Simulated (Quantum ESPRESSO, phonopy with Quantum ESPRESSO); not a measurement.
# LiF (Fm-3m): phonons against volume, part 2 of 3

Which modes of LiF drive its thermal expansion?

Measurements to reproduce:
- volume expansion coefficient 99.6 1e-6/K and heat capacity C_P per formula unit 42 J/mol/K near room temperature (given in “High-Throughput Prediction of Finite-Temperature Properties using the Quasi-Harmonic Approximation”, 2016, arXiv:1603.06924)
- volume expansion coefficient 106.5 1e-6/K near room temperature (given in “Descriptors for thermal expansion in solids”, 2017, arXiv:1701.03966)

Quantum ESPRESSO 7.5; DFT LDA, scalar-relativistic, plane waves, GBRV ultrasoft pseudopotentials.

So far. Step 12 (Phonons, V/V0 1.015): The time given is that of the 2 pw.x runs on displaced cells behind this step. Step 13 (Ground state at this cell, V/V0 0.985): The run ends at a pressure of 1.35 GPa.

### Step 14. Zone-centre response

The input, ph.in:

```
phonons
&INPUTPH
  prefix = 'x'
  outdir = './tmp'
  fildyn = 'x.dyn'
  tr2_ph = 1.0d-18
  epsil  = .true.
/
0.000000000 0.000000000 0.000000000
```

The input, scf.in:

```
&CONTROL
  calculation = 'scf'
  prefix      = 'x'
  outdir      = './tmp'
  pseudo_dir  = './pseudo'
  tprnfor     = .true.
  tstress     = .true.
/
&SYSTEM
  ibrav       = 0
  nat         = 2
  ntyp        = 2
  ecutwfc     = 45.0
  ecutrho     = 270.0
  occupations = 'fixed'
  nbnd        = 7
/
&ELECTRONS
  conv_thr         = 1.0d-12
  mixing_beta      = 0.7
  electron_maxstep = 100
/
ATOMIC_SPECIES
 Li      6.9400  Li.upf
 F      18.9984  F.upf
CELL_PARAMETERS angstrom
     0.000000000    1.946136564    1.946136564
     1.946136564    0.000000000    1.946136564
     1.946136564    1.946136564    0.000000000
ATOMIC_POSITIONS crystal
 Li     0.000000000   0.000000000   0.000000000
 F      0.500000000   0.500000000   0.500000000
K_POINTS automatic
 12 12 12 0 0 0
```

Launch:

```console
OMP_NUM_THREADS=1 mpirun -n 8 ph.x -nk 8 -in ph.in > ph.out
```

Wall time 9.3 s (8 MPI ranks of Arm Neoverse V2, shared host); 74 s of CPU time.

The Born charges sum to zero within 0.0053 e; the rest is removed before use. Acoustic frequencies in this log differ from zero by the error of the sum rule, which ph.x does not impose.

### Step 15. Forces on a displaced cell

System of this step: LiF. The cell holds 54 atoms: 27 Li and 27 F. Cell: a = 8.257 Å, b = 8.257 Å, c = 8.257 Å, α = 60.0°, β = 60.0°, γ = 60.0°. It derives from LiF, repeated 3×3×3.

The input, disp-00001.in:

```
&CONTROL
  calculation = 'scf'
  prefix      = 'x'
  outdir      = './tmp'
  pseudo_dir  = './pseudo'
  tprnfor     = .true.
  disk_io     = 'none'
/
&SYSTEM
  ibrav       = 0
  nat         = 54
  ntyp        = 2
  ecutwfc     = 45.0
  ecutrho     = 270.0
  occupations = 'fixed'
  nbnd        = 137
/
&ELECTRONS
  conv_thr         = 1.0d-11
  mixing_beta      = 0.7
  electron_maxstep = 100
/
ATOMIC_SPECIES
 Li      6.9400  Li.upf
 F      18.9984  F.upf
CELL_PARAMETERS angstrom
     0.000000000    5.838409691    5.838409691
     5.838409691    0.000000000    5.838409691
     5.838409691    5.838409691    0.000000000
ATOMIC_POSITIONS crystal
 Li     0.002422258   0.000000000   0.000000000
 Li     0.333333333   0.000000000   0.000000000
 Li     0.666666667   0.000000000   0.000000000
 Li     0.000000000   0.333333333   0.000000000
 Li     0.333333333   0.333333333   0.000000000
 Li     0.666666667   0.333333333   0.000000000
 Li     0.000000000   0.666666667   0.000000000
 Li     0.333333333   0.666666667   0.000000000
[... 42 atom lines left out ...]
 F      0.833333333   0.500000000   0.833333333
 F      0.166666667   0.833333333   0.833333333
 F      0.500000000   0.833333333   0.833333333
 F      0.833333333   0.833333333   0.833333333
K_POINTS automatic
 3 3 3 0 0 0
```

Launch:

```console
OMP_NUM_THREADS=1 mpirun -n 4 pw.x -nk 4 -in disp-00001.in > disp-00001.out
```

Run time: 3.7 min. Hardware: 4 MPI ranks.

### Step 16. Phonons, V/V0 0.985

This step: DFT LDA, scalar-relativistic, plane waves, GBRV ultrasoft pseudopotentials (phonopy with Quantum ESPRESSO 4.10.0 / 7.5).

The job ended after 3.7 min (8 threads; 29 min of CPU time).

Phonopy, LO-TO term from ph.x's tensors. Phonon branches along the path, in cm⁻¹:

```
    point  branch 1  branch 2  branch 3  branch 4  branch 5  branch 6
        Γ         0         0         0       357       357       678
  halfway       180       180       290       382       382       592
        X       260       260       384       384       390       478
  halfway       261       285       380       384       403       472
        U       261       331       364       367       453       458
jump to K       261       331       364       367       453       458
  halfway       191       211       300       326       397       626
        Γ         0         0         0       357       357       678
  halfway       157       157       272       348       348       662
        L       241       241       336       336       407       634
  halfway       257       293       355       382       393       556
        W       295       340       340       407       436       436
  halfway       279       289       377       396       401       467
        X       260       260       384       384       390       478
```

No mode is imaginary beyond numerical noise along the path. The highest zone-centre mode (no LO–TO term) moved by +4.0 % for a volume change of -1.5 %.

The time given is that of the 2 pw.x runs on displaced cells behind this step.

### Step 17. Self-consistent run, V/V0 1.03

This step: DFT LDA, scalar-relativistic, plane waves, GBRV ultrasoft pseudopotentials (Quantum ESPRESSO 7.5).

System of this step: LiF. It takes space group Fm-3m (No. 225, cubic). The conventional cell has a = 3.951 Å, b = 3.951 Å, c = 3.951 Å, α = 90.00°, β = 90.00°, γ = 90.00°. Nearest to Li lie 6 F at 1.98 Å. Nearest to F lie 6 Li at 1.98 Å. Farther neighbours and most contacts between anions are not listed.

scf.in, as its differences from that of step 14:

```diff
@@ -26,5 +26,5 @@
 CELL_PARAMETERS angstrom
-     0.000000000    1.946136564    1.946136564
-     1.946136564    0.000000000    1.946136564
-     1.946136564    1.946136564    0.000000000
+     0.000000000    1.975332960    1.975332960
+     1.975332960    0.000000000    1.975332960
+     1.975332960    1.975332960    0.000000000
 ATOMIC_POSITIONS crystal
```

Launch:

```console
OMP_NUM_THREADS=1 mpirun -n 8 pw.x -nk 8 -in scf.in > scf.out
```

Wall time 1.3 s (8 MPI ranks); 9.7 s of CPU time.

The run ends at a pressure of -2.42 GPa.

### Step 18. Born charges and dielectric tensor

ph.in is that of step 14.

scf.in is that of step 17.

Launch:

```console
OMP_NUM_THREADS=1 mpirun -n 8 ph.x -nk 8 -in ph.in > ph.out
```

It took 9.4 s on 8 MPI ranks.

ε∞:

```
2.10 0.00 0.00
0.00 2.10 0.00
0.00 0.00 2.10
```

The Born charges sum to zero within 0.0053 e; the rest is removed before use. Acoustic frequencies in this log differ from zero by the error of the sum rule, which ph.x does not impose.

### Step 19. Forces on a displaced cell

System of this step: LiF. The cell holds 54 atoms: 27 Li and 27 F. Cell: a = 8.381 Å, b = 8.381 Å, c = 8.381 Å, α = 60.0°, β = 60.0°, γ = 60.0°. It derives from LiF, repeated 3×3×3.

disp-00001.in, as its differences from that of step 15:

```diff
@@ -26,7 +26,7 @@
 CELL_PARAMETERS angstrom
-     0.000000000    5.838409691    5.838409691
-     5.838409691    0.000000000    5.838409691
-     5.838409691    5.838409691    0.000000000
+     0.000000000    5.925998879    5.925998879
+     5.925998879    0.000000000    5.925998879
+     5.925998879    5.925998879    0.000000000
 ATOMIC_POSITIONS crystal
- Li     0.002422258   0.000000000   0.000000000
+ Li     0.002386456   0.000000000   0.000000000
  Li     0.333333333   0.000000000   0.000000000
```

Launch:

```console
OMP_NUM_THREADS=1 mpirun -n 4 pw.x -nk 4 -in disp-00001.in > disp-00001.out
```

The job ended after 3.7 min (4 MPI ranks; 15 min of CPU time).

### Step 20. Phonons, V/V0 1.03

This step: DFT LDA, scalar-relativistic, plane waves, GBRV ultrasoft pseudopotentials (phonopy with Quantum ESPRESSO 4.10.0 / 7.5).

Wall time 3.9 min (8 threads).

Phonopy, LO-TO term from ph.x's tensors. Phonon branches along the path, in cm⁻¹:

```
    point  branch 1  branch 2  branch 3  branch 4  branch 5  branch 6
        Γ         0         0         0       317       317       651
  halfway       175       175       262       342       342       571
        X       253       253       343       343       358       456
  halfway       252       274       340       353       366       449
        U       247       312       330       339       424       431
jump to K       247       312       330       339       424       431
  halfway       169       205       280       292       358       602
        Γ         0         0         0       317       317       651
  halfway       144       144       258       310       310       635
        L       220       220       304       304       386       609
  halfway       237       274       321       347       375       531
        W       274       321       321       379       405       405
  halfway       264       278       349       361       362       442
        X       253       253       343       343       358       456
```

No mode is imaginary beyond numerical noise along the path. The highest zone-centre mode (no LO–TO term) moved by -7.6 % for a volume change of +3.0 %.

The time given is that of the 2 pw.x runs on displaced cells behind this step.

### Step 21. Ground state at this cell, V/V0 0.97

This step: DFT LDA, scalar-relativistic, plane waves, GBRV ultrasoft pseudopotentials (Quantum ESPRESSO 7.5).

System of this step: LiF. It takes space group Fm-3m (No. 225, cubic). The conventional cell has a = 3.872 Å, b = 3.872 Å, c = 3.872 Å, α = 90.00°, β = 90.00°, γ = 90.00°. Nearest to Li lie 6 F at 1.94 Å. F has 6 Li at 1.94 Å nearest. Farther neighbours and most contacts between anions are not listed.

scf.in, as its differences from that of step 18:

```diff
@@ -26,5 +26,5 @@
 CELL_PARAMETERS angstrom
-     0.000000000    1.975332960    1.975332960
-     1.975332960    0.000000000    1.975332960
-     1.975332960    1.975332960    0.000000000
+     0.000000000    1.936207123    1.936207123
+     1.936207123    0.000000000    1.936207123
+     1.936207123    1.936207123    0.000000000
 ATOMIC_POSITIONS crystal
```

Launch:

```console
OMP_NUM_THREADS=1 mpirun -n 8 pw.x -nk 8 -in scf.in > scf.out
```

Elapsed: 1.3 s, on 8 MPI ranks; 9.6 s of CPU time.

The run ends at a pressure of 2.81 GPa.

### Step 22. Born charges and dielectric tensor

ph.in is that of step 18.

scf.in is that of step 21.

Launch:

```console
OMP_NUM_THREADS=1 mpirun -n 8 ph.x -nk 8 -in ph.in > ph.out
```

Elapsed: 9.3 s, on 8 MPI ranks; 74 s of CPU time.

The Born charges sum to zero within 0.0053 e; the rest is removed before use. Acoustic frequencies in this log differ from zero by the error of the sum rule, which ph.x does not impose.

### Step 23. Forces on a displaced cell

System of this step: LiF. The cell holds 54 atoms: 27 Li and 27 F. Its edges and angles: a = 8.215 Å, b = 8.215 Å, c = 8.215 Å, α = 60.0°, β = 60.0°, γ = 60.0°. It derives from LiF, repeated 3×3×3.

disp-00001.in, as its differences from that of step 19:

```diff
@@ -26,7 +26,7 @@
 CELL_PARAMETERS angstrom
-     0.000000000    5.925998879    5.925998879
-     5.925998879    0.000000000    5.925998879
-     5.925998879    5.925998879    0.000000000
+     0.000000000    5.808621368    5.808621368
+     5.808621368    0.000000000    5.808621368
+     5.808621368    5.808621368    0.000000000
 ATOMIC_POSITIONS crystal
- Li     0.002386456   0.000000000   0.000000000
+ Li     0.002434680   0.000000000   0.000000000
  Li     0.333333333   0.000000000   0.000000000
```

Launch:

```console
OMP_NUM_THREADS=1 mpirun -n 4 pw.x -nk 4 -in disp-00001.in > disp-00001.out
```

Elapsed: 3.8 min, on 4 MPI ranks.

### Step 24. Phonons, V/V0 0.97

This step: DFT LDA, scalar-relativistic, plane waves, GBRV ultrasoft pseudopotentials (phonopy with Quantum ESPRESSO 4.10.0 / 7.5).

Run time: 3.8 min. Hardware: 8 threads; 29 min of CPU time.

Phonopy, LO-TO term from ph.x's tensors. Phonon branches along the path, in cm⁻¹:

```
    point  branch 1  branch 2  branch 3  branch 4  branch 5  branch 6
        Γ         0         0         0       371       371       688
  halfway       181       181       300       396       396       600
        X       262       262       399       399       399       488
  halfway       264       288       392       394       417       482
        U       265       338       371       380       464       469
jump to K       265       338       371       380       464       469
  halfway       198       213       307       338       410       635
        Γ         0         0         0       371       371       688
  halfway       162       162       277       360       360       672
        L       249       249       347       347       415       643
  halfway       264       300       367       390       403       566
        W       303       346       346       417       448       448
  halfway       284       292       386       408       415       477
        X       262       262       399       399       399       488
```

No mode is imaginary beyond numerical noise along the path. The highest zone-centre mode (no LO–TO term) moved by +8.0 % for a volume change of -3.0 %.

The time given is that of the 2 pw.x runs on displaced cells behind this step.

### Step 25. Ground state at this cell, V/V0 1.05

This step: DFT LDA, scalar-relativistic, plane waves, GBRV ultrasoft pseudopotentials (Quantum ESPRESSO 7.5).

System of this step: LiF. The structure is cubic, space group Fm-3m (No. 225). Conventional cell: a = 3.976 Å, b = 3.976 Å, c = 3.976 Å, α = 90.00°, β = 90.00°, γ = 90.00°. Li has 6 F at 1.99 Å nearest. Nearest to F lie 6 Li at 1.99 Å. Farther neighbours and most contacts between anions are not listed.

scf.in, as its differences from that of step 22:

```diff
@@ -26,5 +26,5 @@
 CELL_PARAMETERS angstrom
-     0.000000000    1.936207123    1.936207123
-     1.936207123    0.000000000    1.936207123
-     1.936207123    1.936207123    0.000000000
+     0.000000000    1.988036415    1.988036415
+     1.988036415    0.000000000    1.988036415
+     1.988036415    1.988036415    0.000000000
 ATOMIC_POSITIONS crystal
```

Launch:

```console
OMP_NUM_THREADS=1 mpirun -n 8 pw.x -nk 8 -in scf.in > scf.out
```

Elapsed: 1.3 s, on 8 MPI ranks; 9.7 s of CPU time.

The run ends at a pressure of -3.83 GPa.

### Step 26. Born charges and dielectric tensor

ph.in is that of step 22.

scf.in is that of step 25.

Launch:

```console
OMP_NUM_THREADS=1 mpirun -n 8 ph.x -nk 8 -in ph.in > ph.out
```

Run time: 9.4 s. Hardware: 8 MPI ranks; 75 s of CPU time.

The Born charges sum to zero within 0.0053 e; the rest is removed before use. Acoustic frequencies in this log differ from zero by the error of the sum rule, which ph.x does not impose.

### Step 27. A displaced supercell

System of this step: LiF. The cell holds 54 atoms: 27 Li and 27 F. Its edges and angles: a = 8.435 Å, b = 8.435 Å, c = 8.435 Å, α = 60.0°, β = 60.0°, γ = 60.0°. It derives from LiF, repeated 3×3×3.

disp-00001.in, as its differences from that of step 23:

```diff
@@ -26,7 +26,7 @@
 CELL_PARAMETERS angstrom
-     0.000000000    5.808621368    5.808621368
-     5.808621368    0.000000000    5.808621368
-     5.808621368    5.808621368    0.000000000
+     0.000000000    5.964109244    5.964109244
+     5.964109244    0.000000000    5.964109244
+     5.964109244    5.964109244    0.000000000
 ATOMIC_POSITIONS crystal
- Li     0.002434680   0.000000000   0.000000000
+ Li     0.002371207   0.000000000   0.000000000
  Li     0.333333333   0.000000000   0.000000000
```

Launch:

```console
OMP_NUM_THREADS=1 mpirun -n 4 pw.x -nk 4 -in disp-00001.in > disp-00001.out
```

Run time: 3.7 min. Hardware: 4 MPI ranks.

### Step 28. Lattice dynamics at this volume, V/V0 1.05

This step: DFT LDA, scalar-relativistic, plane waves, GBRV ultrasoft pseudopotentials (phonopy with Quantum ESPRESSO 4.10.0 / 7.5).

Wall time 3.7 min (8 threads); 30 min of CPU time.

Phonopy, LO-TO term from ph.x's tensors. Phonon branches along the path, in cm⁻¹:

```
    point  branch 1  branch 2  branch 3  branch 4  branch 5  branch 6
        Γ         0         0         0       300       300       640
  halfway       173       173       250       325       325       562
        X       249       249       326       326       342       449
  halfway       247       269       324       338       350       442
        U       240       303       315       326       412       422
jump to K       240       303       315       326       412       421
  halfway       160       202       272       278       342       591
        Γ         0         0         0       300       300       640
  halfway       138       138       252       294       294       624
        L       211       211       291       291       377       599
  halfway       228       266       307       330       369       520
        W       265       310       310       367       394       394
  halfway       258       273       334       346       346       434
        X       249       249       326       326       342       449
```

No mode is imaginary beyond numerical noise along the path. The highest zone-centre mode (no LO–TO term) moved by -12.6 % for a volume change of +5.0 %.

The time given is that of the 2 pw.x runs on displaced cells behind this step.

(Continued in part 3 of 3.)

[Logs are printed without paths, hosts, clocks, repeated set-up lines and the standing remarks that a program may print on its own settings, such as how far it seeks lower states.]

[Hosts, paths, dates, database ids (printed as entryN), source tags and the programs' standing remarks are cut or masked in the printed files.]

[A step with changed settings may run another functional than the one named; its input shows which.]

[Of the runs on displaced cells, only some may be shown.]
